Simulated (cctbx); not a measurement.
# Interatomic vectors of LaSmIn6

Space group P4/mmm (no. 123), a = 4.7020 Å, b = 4.7020 Å, c = 9.3150 Å, α = 90.00°, β = 90.00°, γ = 90.00°, content Sm1 La1 In6.

The data are simulated with cctbx, not measured: Mo Kα, λ = 0.71073 Å, to d = 0.7 Å, 95 % of the full sphere, strongest reflection 5000 counts, noise from counting, a 2 % proportional error and a noise floor of 2 counts (s.d.); no absorption.

Patterson synthesis, origin scaled to 1000:

```text
Patterson group P 4/m m m
      u       v       w   height  length (A)
  0.000   0.000   0.000   1000.0     0.00
  0.000   0.000   0.500    997.6     4.66
  0.000   0.500   0.249    972.8     3.30
  0.500   0.500   0.500    970.9     5.72
  0.500   0.500   0.000    970.2     3.32
  0.064   0.193   0.034     22.1     1.01
  0.064   0.193   0.467     22.0     4.45
  0.051   0.298   0.218     21.3     2.48
  0.051   0.299   0.282     21.2     2.99
  0.192   0.451   0.211     21.1     3.03
  0.193   0.451   0.289     21.1     3.55
  0.297   0.443   0.471     21.1     5.05
  0.297   0.443   0.029     21.0     2.52
  0.066   0.066   0.097     20.1     1.00
```

Q: Assign the vectors.

A peak at u stands for all pairs with xi − xj = u, with weight Σ ZiZj against Σ Z² = 21499 at the origin. Peak heights follow these weights only roughly, since form factors, motion and series ripples differ, all vectors within 0.55 Å of a peak are counted as merged into it though the farther ones add only part of their weight, and F(000) is left out, which lowers the whole map:

| u | v | w | shortest length (Å) | height | 1000 ΣZiZj/ΣZ² | pairs in the cell |
| --- | --- | --- | --- | --- | --- | --- |
| 0.000 | 0.000 | 0.500 | 4.66 | 998 | 999 | 6 × In–In, 2 × Sm–La |
| 0.000 | 0.500 | 0.249 | 3.30 | 973 | 989 | 4 × In–In, 2 × Sm–In, 2 × La–In |
| 0.500 | 0.500 | 0.500 | 5.72 | 971 | 989 | 4 × In–In, 2 × Sm–In, 2 × La–In |
| 0.500 | 0.500 | 0.000 | 3.32 | 970 | 989 | 4 × In–In, 2 × Sm–In, 2 × La–In |

The table stops at ten peaks or at a height of 45, below which ripples compete. In the model behind the data Sm, the heaviest element, has 1 independent site: (0, 0, 1/2), up to an allowed shift of origin. No listed peak is a Sm–Sm vector, so the position follows from the cell content and the cross vectors. Elements of similar Z can't be told apart from the map alone. The whole model:

```csv
atom,mult.,x,y,z,Ueq (Å²)
Sm1,1,0,0,1/2,0.0065
La1,1,0,0,0,0.0059
In1,4,0,1/2,0.7503,0.0058
In2,1,1/2,1/2,1/2,0.0072
In3,1,1/2,1/2,0,0.0059
```

This is a model crystal, built by substitution and not relaxed, with assumed displacement parameters.

[Logs are printed without paths, hosts, clocks, repeated set-up lines and the standing remarks that a program may print on its own settings, such as how far it seeks lower states.]
